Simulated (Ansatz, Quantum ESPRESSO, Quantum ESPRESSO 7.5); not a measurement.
## Work function of Mo(110), 5 layers, one monolayer of F on longbridge sites

Aim: the work function of each face of Mo(110), 5 layers, one monolayer of F on longbridge sites, and how it moves with functional, pseudopotentials and boundary condition.

Main program and level: Quantum ESPRESSO 7.5; plane-wave DFT, PBE, GBRV ultrasoft pseudopotentials (geometry and cross-check by Ansatz 0.2.0 with PAW datasets; geometry under PBE).

### Step 1. The structure

The cell holds 6 atoms: 5 Mo and 1 F. Cell: a = 2.728 Å, b = 2.728 Å, c = 27.910 Å, α = 90.0°, β = 90.0°, γ = 70.5°. It derives from Mo. Vacuum lies along c.

This run has no spin polarisation although its electron count is odd. A spin-polarised state was not tried and may lie lower.

### Step 2. Geometry from Ansatz

A relaxation in Ansatz fixes the structure of this slab for the runs on it.

Contents of input.yaml:

```yaml
crystal:
  lattice:
    - [2.2273863607, -1.575, 0.0]
    - [2.2273863607, 1.575, 0.0]
    - [0.0, 0.0, 27.909545443]
  atoms:
    - { symbol: Mo, position: [0.0, 0.0, 0.2973892935] }
    - { symbol: Mo, position: [0.5, 0.5, 0.3771966255] }
    - { symbol: Mo, position: [0.0, 0.0, 0.4570039576] }
    - { symbol: Mo, position: [0.5, 0.5, 0.5368112896] }
    - { symbol: Mo, position: [0.0, 0.0, 0.6166186217] }
    - { symbol: F, position: [0.5, 0.5, 0.6669272961] }
kpoints:
  mp_grid: { grid: [10, 10, 1] }
hamiltonian:
  xc: pbe
scf:
  occupations: { method: fermi_dirac, width: 0.1 }
  convergence: { dr2_threshold: 1.0e-08 }
efield:
  axis: 3
  dipole_correction: true
  ramp_position: 0.97
  ramp_width: 0.04
relax:
  f_tol: 0.01
  constraints: [{ sites: [0, 1, 2] }]
output:
  write_potential: true
  write_density: true
  volumetric_format: npy
```

Launch:

```
$ ansatz run input.yaml --threads 4 --pin off --max-ram 8192MiB --backend cpu --events-out ev --progress --plain --runs-dir out
```

Numbers of over 12 decimals in the logs are rounded to 6 here.

Output:

```text
Engine: ansatz 0.2.0, aarch64-unknown-linux-gnu
Pseudopotentials: kind: paw
Pseudopotential: Mo, paw, valence charge 14, recommended cutoff 420 eV (normal), Mo.paw.azcp
Pseudopotential: F, paw, valence charge 7, recommended cutoff 420 eV (normal), F.paw.azcp
Functional definition: PBE
  parameter kappa = 0.804
  parameter beta = 0.066725
  exchange = pbe_x(kappa = kappa, mu = beta*pi^2/3)
  correlation = pbe_c(beta = beta)
Crystal: 6 atoms, lattice volume = 195.821 Å³
Basis set: ecut = 420 eV, 3911 PW (Γ), exchange–correlation on 40×40×384 points (8 copies of the dense FFT grid, shifted against one another)
Bands: 47, of which v1, the nominal top of the filled ones, is band 39 counted from 1 (38 counted from 0)
Symmetry: 4 space group operations
Space group: Cmm2 (ITA 35), of the structure as read, at distance tolerance 5.8e-5 Å
k-points: 31 of 100
Non-local potential: Mo, projectors of the file, l = 0: 3, l = 1: 2, l = 2: 2, l = 3: 1
Non-local potential: F, projectors of the file, l = 0: 2, l = 1: 2, l = 2: 1
PAW form: soft (Blöchl's): semilocal exchange-correlation on the pseudo side does not see the compensation charge
PAW one-centre angular grid: Mo, 590 points (default); XC on 64 Gauss nodes
PAW one-centre angular grid: F, 110 points (default); XC on 64 Gauss nodes
Initial density: superposition of atomic densities (neutral atoms: chi_scale 0, normalization atom), corrected by the library's trained network
Initial wavefunctions: pseudopotential atomic-orbital guess
Functional: x = pbe(κ = 0.804, μ = 0.219515), c = pbe(β = 0.066725)
SCF iter   1: F=—  HF=-25586.438428 eV  |F-HF|=—  |Δ(HF+E_count)|=         —  Δρ=7.88e-3  dr2=1.15e0  ethr=1.77e-3  p=0.005 e·Å  D=4.63e-3 V/Å  ΔV_dip=-0.13 eV  dr2_dipole=5.31e-1  V_vac-E_F(+/−)=4.76/4.89 eV  ⟨swp⟩=8.2  Hψ=7258  notcnv=0
efield: sawtooth ramp at fractional position 0.9700 (set: `efield.ramp_position`, or a place that a band, a saddle search or an elastic batch's reference lends), width 0.0400; the density the first Hamiltonian is built on has a dipole p = 0.005 e·Å; the dipole correction subtracts the counter field D = 4.63e-3 V/Å, which shifts the + side's vacuum level by -0.13 eV against the − side's; the planar-averaged density in the ramp window peaks in size at 2.6e-5 e/Å³
preconditioner: auto → LDOS  [metal: Δε(μ)=0.019 eV  Ē_g=4.842 eV  σ=0.100 eV  W_gap=0.05  n_scr=20 (ndim 8)  ℏωp=15.7 eV  f_vac=0.522  D(μ)=5.24/eV (n_scr^D=18)  β→1.0]
SCF iter   2: F=—  HF=-25586.415740 eV  |F-HF|=—  |Δ(HF+E_count)|=   2.27e-2  Δρ=2.35e-3  dr2=2.55e-2  ethr=1.50e-3  p=-0.011 e·Å  D=-1.04e-2 V/Å  ΔV_dip=0.29 eV  dr2_dipole=5.36e-4  V_vac-E_F(+/−)=4.99/4.70 eV  ⟨swp⟩=1.6  Hψ=1740  notcnv=0
SCF iter   3: F=—  HF=-25586.414792 eV  |F-HF|=—  |Δ(HF+E_count)|=   9.48e-4  Δρ=8.77e-4  dr2=3.13e-3  ethr=3.32e-5  p=-0.013 e·Å  D=-1.20e-2 V/Å  ΔV_dip=0.34 eV  dr2_dipole=7.06e-4  V_vac-E_F(+/−)=5.04/4.70 eV  ⟨swp⟩=2.0  Hψ=2246  notcnv=0
SCF iter   4: F=—  HF=-25586.414309 eV  |F-HF|=—  |Δ(HF+E_count)|=   4.83e-4  Δρ=2.65e-4  dr2=3.10e-4  ethr=4.07e-6  p=-0.014 e·Å  D=-1.29e-2 V/Å  ΔV_dip=0.36 eV  dr2_dipole=3.38e-5  V_vac-E_F(+/−)=5.05/4.69 eV  ⟨swp⟩=2.5  Hψ=2422  notcnv=0
SCF iter   5: F=—  HF=-25586.414284 eV  |F-HF|=—  |Δ(HF+E_count)|=   2.51e-5  Δρ=5.40e-5  dr2=5.55e-6  ethr=4.03e-7  p=-0.014 e·Å  D=-1.28e-2 V/Å  ΔV_dip=0.36 eV  dr2_dipole=7.37e-7  V_vac-E_F(+/−)=5.05/4.69 eV  ⟨swp⟩=2.5  Hψ=2346  notcnv=0
SCF iter   6: F=—  HF=-25586.414595 eV  |F-HF|=—  |Δ(HF+E_count)|=   3.11e-4  Δρ=2.05e-5  dr2=1.79e-6  ethr=7.20e-9  p=-0.014 e·Å  D=-1.29e-2 V/Å  ΔV_dip=0.36 eV  dr2_dipole=2.63e-10  V_vac-E_F(+/−)=5.05/4.69 eV  ⟨swp⟩=2.8  Hψ=3031  notcnv=0
SCF iter   7: F=—  HF=-25586.414596 eV  |F-HF|=—  |Δ(HF+E_count)|=   1.11e-6  Δρ=8.72e-6  dr2=4.78e-7  ethr=2.33e-9  p=-0.014 e·Å  D=-1.29e-2 V/Å  ΔV_dip=0.36 eV  dr2_dipole=2.00e-8  V_vac-E_F(+/−)=5.05/4.69 eV  ⟨swp⟩=2.5  Hψ=2438  notcnv=0
SCF iter   8: F=—  HF=-25586.414597 eV  |F-HF|=—  |Δ(HF+E_count)|=   3.38e-7  Δρ=2.55e-6  dr2=4.61e-8  ethr=6.21e-10  p=-0.014 e·Å  D=-1.29e-2 V/Å  ΔV_dip=0.36 eV  dr2_dipole=1.75e-9  V_vac-E_F(+/−)=5.05/4.68 eV  ⟨swp⟩=2.3  Hψ=2113  notcnv=0
SCF iter   9: F=-25586.414597 eV  HF=-25586.414597 eV  |F-HF|=1.21e-8  |Δ(HF+E_count)|=   2.42e-8  Δρ=1.12e-6  dr2=6.77e-9  ethr=1.30e-11  p=-0.014 e·Å  D=-1.30e-2 V/Å  ΔV_dip=0.36 eV  dr2_dipole=3.04e-12  V_vac-E_F(+/−)=5.05/4.68 eV  ⟨swp⟩=10.8  Hψ=11166  notcnv=0
SCF 1 converged in 9 iterations: F = -25586.414597 eV  dr2 = 6.77e-9
  greatest PAW one-centre occupation: 0.998 electrons in one spin orbital (limit 2), on the Mo atom at site 0 (counted from 0), in its partial waves of l = 0
relax step   1: F+E_penalty+E_count = -25586.41459667 eV  Δ(F+E_penalty+E_count) = +0.000e0 eV  max|allowed force component| = 1.698e0 eV/Å  Δτ_max = 0.0000 Å  (9 SCF iters, accepted)
Initial density: handed on by an earlier stage of this run
Initial wavefunctions: those handed on with the density
iter 1 solved again at ethr=2.10e-3 eV; its pass at ethr=3.10e-3 eV (dr2=1.62e0 eV) is discarded
SCF iter   1: F=—  HF=-25586.555702 eV  |F-HF|=—  |Δ(HF+E_count)|=         —  Δρ=6.07e-3  dr2=1.67e0  ethr=2.10e-3  p=-0.014 e·Å  D=-1.30e-2 V/Å  ΔV_dip=0.36 eV  dr2_dipole=9.61e-1  V_vac-E_F(+/−)=5.11/4.75 eV  ⟨swp⟩=1.0  Hψ=4615  notcnv=0
efield: sawtooth ramp at fractional position 0.9700 (set: `efield.ramp_position`, or a place that a band, a saddle search or an elastic batch's reference lends), width 0.0400; the density the first Hamiltonian is built on has a dipole p = -0.014 e·Å; the dipole correction subtracts the counter field D = -1.30e-2 V/Å, which shifts the + side's vacuum level by +0.36 eV against the − side's; the planar-averaged density in the ramp window peaks in size at 2.2e-6 e/Å³
preconditioner: auto → LDOS  [metal: Δε(μ)=0.021 eV  Ē_g=4.739 eV  σ=0.100 eV  W_gap=0.05  n_scr=20 (ndim 8)  ℏωp=15.7 eV  f_vac=0.520  D(μ)=4.97/eV (n_scr^D=18)  β→1.0]
SCF iter   2: F=—  HF=-25586.517136 eV  |F-HF|=—  |Δ(HF+E_count)|=   3.86e-2  Δρ=3.95e-3  dr2=2.96e-2  ethr=2.10e-3  p=-0.055 e·Å  D=-5.08e-2 V/Å  ΔV_dip=1.42 eV  dr2_dipole=7.22e-4  V_vac-E_F(+/−)=6.10/4.68 eV  ⟨swp⟩=2.0  Hψ=1849  notcnv=0
SCF iter   3: F=—  HF=-25586.513338 eV  |F-HF|=—  |Δ(HF+E_count)|=   3.80e-3  Δρ=1.70e-3  dr2=9.93e-3  ethr=3.84e-5  p=-0.045 e·Å  D=-4.18e-2 V/Å  ΔV_dip=1.17 eV  dr2_dipole=2.09e-4  V_vac-E_F(+/−)=5.85/4.68 eV  ⟨swp⟩=3.0  Hψ=2867  notcnv=0  defer=1
[...]
SCF iter   3: F=—  HF=-25586.511908 eV  |F-HF|=—  |Δ(HF+E_count)|=   1.01e-4  Δρ=4.02e-4  dr2=7.12e-4  ethr=2.10e-6  p=-0.056 e·Å  D=-5.14e-2 V/Å  ΔV_dip=1.44 eV  dr2_dipole=4.54e-6  V_vac-E_F(+/−)=6.12/4.68 eV  ⟨swp⟩=3.0  Hψ=2961  notcnv=0  defer=1
SCF iter   4: F=—  HF=-25586.511758 eV  |F-HF|=—  |Δ(HF+E_count)|=   1.51e-4  Δρ=1.39e-4  dr2=6.59e-5  ethr=9.25e-7  p=-0.056 e·Å  D=-5.18e-2 V/Å  ΔV_dip=1.45 eV  dr2_dipole=1.84e-7  V_vac-E_F(+/−)=6.13/4.68 eV  ⟨swp⟩=2.2  Hψ=2135  notcnv=0  defer=1
SCF iter   5: F=—  HF=-25586.511758 eV  |F-HF|=—  |Δ(HF+E_count)|=   4.38e-8  Δρ=3.34e-5  dr2=1.03e-5  ethr=8.55e-8  p=-0.056 e·Å  D=-5.21e-2 V/Å  ΔV_dip=1.45 eV  dr2_dipole=3.32e-7  V_vac-E_F(+/−)=6.14/4.68 eV  ⟨swp⟩=2.1  Hψ=2437  notcnv=0  defer=1
SCF iter   6: F=—  HF=-25586.511758 eV  |F-HF|=—  |Δ(HF+E_count)|=   2.66e-7  Δρ=9.94e-6  dr2=4.61e-7  ethr=1.34e-8  p=-0.057 e·Å  D=-5.22e-2 V/Å  ΔV_dip=1.46 eV  dr2_dipole=2.48e-8  V_vac-E_F(+/−)=6.14/4.68 eV  ⟨swp⟩=2.0  Hψ=2116  notcnv=0  defer=1
SCF iter   7: F=—  HF=-25586.512042 eV  |F-HF|=—  |Δ(HF+E_count)|=   2.84e-4  Δρ=2.69e-6  dr2=2.34e-8  ethr=5.99e-10  p=-0.057 e·Å  D=-5.22e-2 V/Å  ΔV_dip=1.46 eV  dr2_dipole=1.36e-9  V_vac-E_F(+/−)=6.14/4.68 eV  ⟨swp⟩=3.4  Hψ=3163  notcnv=0  defer=1
SCF iter   8: F=-25586.512042 eV  HF=-25586.512042 eV  |F-HF|=1.20e-8  |Δ(HF+E_count)|=   2.09e-8  Δρ=8.05e-7  dr2=1.81e-9  ethr=1.30e-11  p=-0.057 e·Å  D=-5.22e-2 V/Å  ΔV_dip=1.46 eV  dr2_dipole=4.72e-10  V_vac-E_F(+/−)=6.14/4.68 eV  ⟨swp⟩=10.6  Hψ=10951  notcnv=0
SCF 3 converged in 8 iterations: F = -25586.512042 eV  dr2 = 1.81e-9
relax step   3: F+E_penalty+E_count = -25586.51204248 eV  Δ(F+E_penalty+E_count) = -9.690e-4 eV  max|allowed force component| = 1.001e-1 eV/Å  Δτ_max = 0.0212 Å  (8 SCF iters, accepted)
SCF iter   1: F=—  HF=-25586.512408 eV  |F-HF|=—  |Δ(HF+E_count)|=         —  Δρ=8.00e-4  dr2=6.65e-3  ethr=6.43e-5  p=-0.057 e·Å  D=-5.22e-2 V/Å  ΔV_dip=1.46 eV  dr2_dipole=1.44e-3  V_vac-E_F(+/−)=6.14/4.69 eV  ⟨swp⟩=2.0  Hψ=2125  notcnv=0  defer=1
efield: sawtooth ramp at fractional position 0.9700 (set: `efield.ramp_position`, or a place that a band, a saddle search or an elastic batch's reference lends), width 0.0400; the density the first Hamiltonian is built on has a dipole p = -0.057 e·Å; the dipole correction subtracts the counter field D = -5.22e-2 V/Å, which shifts the + side's vacuum level by +1.46 eV against the − side's; the planar-averaged density in the ramp window peaks in size at 1.6e-6 e/Å³
preconditioner: auto → LDOS  [metal: Δε(μ)=0.032 eV  Ē_g=4.647 eV  σ=0.100 eV  W_gap=0.08  n_scr=20 (ndim 8)  ℏωp=15.7 eV  f_vac=0.519  D(μ)=4.93/eV (n_scr^D=18)  β→1.0]
SCF iter   2: F=—  HF=-25586.512241 eV  |F-HF|=—  |Δ(HF+E_count)|=   1.67e-4  Δρ=2.42e-4  dr2=3.30e-4  ethr=8.64e-6  p=-0.056 e·Å  D=-5.18e-2 V/Å  ΔV_dip=1.44 eV  dr2_dipole=4.40e-5  V_vac-E_F(+/−)=6.13/4.68 eV  ⟨swp⟩=1.3  Hψ=1733  notcnv=0  defer=1
SCF iter   3: F=—  HF=-25586.512226 eV  |F-HF|=—  |Δ(HF+E_count)|=   1.49e-5  Δρ=1.71e-4  dr2=1.30e-4  ethr=4.28e-7  p=-0.056 e·Å  D=-5.19e-2 V/Å  ΔV_dip=1.45 eV  dr2_dipole=1.50e-6  V_vac-E_F(+/−)=6.13/4.68 eV  ⟨swp⟩=3.2  Hψ=2971  notcnv=0  defer=1
SCF iter   4: F=—  HF=-25586.512199 eV  |F-HF|=—  |Δ(HF+E_count)|=   2.70e-5  Δρ=3.91e-5  dr2=7.98e-6  ethr=1.69e-7  p=-0.056 e·Å  D=-5.18e-2 V/Å  ΔV_dip=1.44 eV  dr2_dipole=3.34e-7  V_vac-E_F(+/−)=6.13/4.68 eV  ⟨swp⟩=2.4  Hψ=2586  notcnv=0  defer=1
SCF iter   5: F=—  HF=-25586.512498 eV  |F-HF|=—  |Δ(HF+E_count)|=   2.98e-4  Δρ=1.34e-5  dr2=9.34e-7  ethr=1.04e-8  p=-0.056 e·Å  D=-5.17e-2 V/Å  ΔV_dip=1.44 eV  dr2_dipole=5.09e-8  V_vac-E_F(+/−)=6.13/4.68 eV  ⟨swp⟩=3.0  Hψ=2718  notcnv=0  defer=1
SCF iter   6: F=—  HF=-25586.512498 eV  |F-HF|=—  |Δ(HF+E_count)|=   3.73e-7  Δρ=3.52e-6  dr2=4.44e-8  ethr=1.21e-9  p=-0.056 e·Å  D=-5.17e-2 V/Å  ΔV_dip=1.44 eV  dr2_dipole=1.53e-11  V_vac-E_F(+/−)=6.12/4.68 eV  ⟨swp⟩=2.0  Hψ=1876  notcnv=0  defer=1
SCF iter   7: F=-25586.512498 eV  HF=-25586.512498 eV  |F-HF|=1.49e-8  |Δ(HF+E_count)|=   9.20e-8  Δρ=9.83e-7  dr2=1.80e-9  ethr=1.30e-11  p=-0.056 e·Å  D=-5.17e-2 V/Å  ΔV_dip=1.44 eV  dr2_dipole=3.00e-12  V_vac-E_F(+/−)=6.12/4.68 eV  ⟨swp⟩=11.0  Hψ=11419  notcnv=0
SCF 4 converged in 7 iterations: F = -25586.512498 eV  dr2 = 1.80e-9
relax step   4: F+E_penalty+E_count = -25586.51249832 eV  Δ(F+E_penalty+E_count) = -4.558e-4 eV  max|allowed force component| = 1.839e-3 eV/Å  Δτ_max = 0.0097 Å  (7 SCF iters, accepted)
NSCF: frozen V_eff on 31 k-points
the band table was solved once a step of the walk had ended and its energy, with any forces and stress, was formed, with the checks that follow a solve (6390 applications of the Hamiltonian). They found nothing against the state; the energy, forces and stress were not computed again (output.eigenvalues in the input reference)
WARN: The output density's exchange-correlation potential varies sharply where the density is thin. Do not read a vacuum level from v_tot or v_xc, or from such a field of the output density. On a cell that repeats whose density bears no net charge and no dipole along the vacuum's axis use v_es (v_loc + v_h of the components); under efield.dipole_correction with no amplitude use v_es + v_field, which holds any externa [...]
SCF converged after 7 iterations
Free energy (F): -25586.512498 eV
Harris-Foulkes:  -25586.512498 eV  (|F-HF|=1.49e-8)
Internal energy: -25586.352571 eV  (E = F + TS)
E sigma→0 (E₀):  -25586.432535 eV
Entropy (-TS):   -0.159927 eV (-26.655 meV/atom)
Fermi energy:    5.724411 eV
Dipole field:    D = -0.051654 V/Å  (p = -0.055898 e·Å, saw-weighted, corrected)
Work function:   Φ+ = 6.1246 eV   Φ− = 4.6831 eV
Levels:          The Fermi level and band energies are counted from a zero that moves with the ramp; work functions are not
--- Per-component energies (eV) ---
  E_band       = -1393.787344
  E_kinetic    = 2406.754322
  E_local      = -119160.520125  (includes V_loc(G=0)·N_el)
  E_nonlocal   = 788.686423
  E_hartree    = 58300.838106
  E_xc         = -994.399876
  E_vxc        = -1243.469087  (∫ρ·V_xc dr)
  E_paw        = -16206.580815  (= ΣΔE_a)
  E_vpaw       = -785.418645  (= ΣTr[D̂ρ^β])
  E_aug_tail   = 0.002211  (compensation charges beyond the density's cutoff)
  E_efield     = 0.001444  (sawtooth field / dipole correction)
  E_vefield    = -1.499414  (∫n·V_field dr)
  E_ewald      = 49278.865739
  E_smearing   = -0.159927  (= −TS)
  E_closure    = 0.000000  (closes the sum)
  Σ components = -25586.512498   (vs F -25586.512498, Δ=0.00e0)
--- Forces (eV/Å), atoms counted from 1 ---
  atom   1  Mo     0.00000000     0.00000000     0.48032729
  atom   2  Mo    -0.00000000     0.00000000    -0.59592261
  atom   3  Mo     0.00000000     0.00000000     0.11627402
  atom   4  Mo     0.00000000     0.00000000     0.00106078
  atom   5  Mo    -0.00000000     0.00000000    -0.00183926
  atom   6  F      0.00000000     0.00000000     0.00015030
  max |Σ_I F_I| component: 5.05e-5 eV/Å
--- Band table (eV; the first three rows and the last of 31) ---
  k-point 0: bands = [... 35 lower, 4.2389, 4.3430, 4.6959, 5.2483, 5.6424, 6.4200, 6.7059, 6.9184, ... 4 higher]
  k-point 1: bands = [... 35 lower, 4.1136, 4.5119, 4.6458, 5.0579, 5.7497, 6.0674, 6.4015, 6.6466, ... 4 higher]
  k-point 2: bands = [... 35 lower, 3.9520, 4.1384, 4.7114, 5.2324, 5.6672, 6.2763, 6.4842, 6.6341, ... 4 higher]
  k-point 30: bands = [... 35 lower, 5.4291, 6.0201, 6.3340, 6.8087, 6.9497, 7.3656, 7.5655, 8.6314, ... 4 higher]
--- Relaxed structure (4 steps of the walk, 4 accepted, 0 SCFs on fresh bases) ---
  F+E_penalty+E_count = -25586.51249832 eV   max|allowed force component| = 1.839e-3 eV/Å
  atoms:
    - { symbol: Mo, position: [0.0, 0.0, 0.297389] }
    - { symbol: Mo, position: [0.5, 0.5, 0.377197] }
    - { symbol: Mo, position: [0.0, 0.0, 0.457004] }
    - { symbol: Mo, position: [0.5, 0.5, 0.537402] }
    - { symbol: Mo, position: [-5.096054957651471e-19, -5.096054957651471e-19, 0.616130] }
    - { symbol: F, position: [0.5, 0.5, 0.670887] }
```

It took 29 s on 4 threads of Arm Neoverse V1, shared host; peak memory 0.6 GiB.

The steps of the relaxation:

| step | energy less that of the first step (eV) | largest force component (eV/Å) |
| --- | --- | --- |
| 1 | 0.0000 | 1.6980 |
| 2 | -0.0965 | 0.1556 |
| 3 | -0.0974 | 0.1001 |
| 4 | -0.0979 | 0.0018 |

Forces are held to the 4 operations that the run works with; a distortion that breaks them can't arise in this run.

The atoms that moved most (Å):

| atom | dx | dy | dz | length |
| --- | --- | --- | --- | --- |
| F6 | 0.000 | 0.000 | 0.111 | 0.111 |
| Mo4 | 0.000 | 0.000 | 0.016 | 0.016 |
| Mo5 | 0.000 | 0.000 | -0.014 | 0.014 |

The relaxation lowers the energy by 16 meV an atom. Held were the atoms numbered 1, 2 and 3; the forces quoted are those on the free ones.

Read from the output:

| Item | Value |
| --- | --- |
| free energy | -25586.5125 eV |
| energy at zero smearing | -25586.4325 eV |
| smearing term TS | 0.1599 eV |
| Fermi energy | 5.724 eV |
| symmetry operations | 4 |
| work function of the upper face | 6.125 eV |
| work function of the lower face | 4.683 eV |
| dipole along the normal | -0.05590 e·Å |

(Part 1 of 6 ends here.)

[Logs are printed without paths, hosts, clocks, repeated set-up lines and the standing remarks that a program may print on its own settings, such as how far it seeks lower states.]

[Hosts, paths, dates, database ids (printed as entryN), source tags and the programs' standing remarks are cut or masked in the printed files.]

[Maps of the electrostatic potential energy from Ansatz leave out the sawtooth potential of an applied field or a dipole correction, so their vacuum need not be flat; planar profiles and work functions include it.]
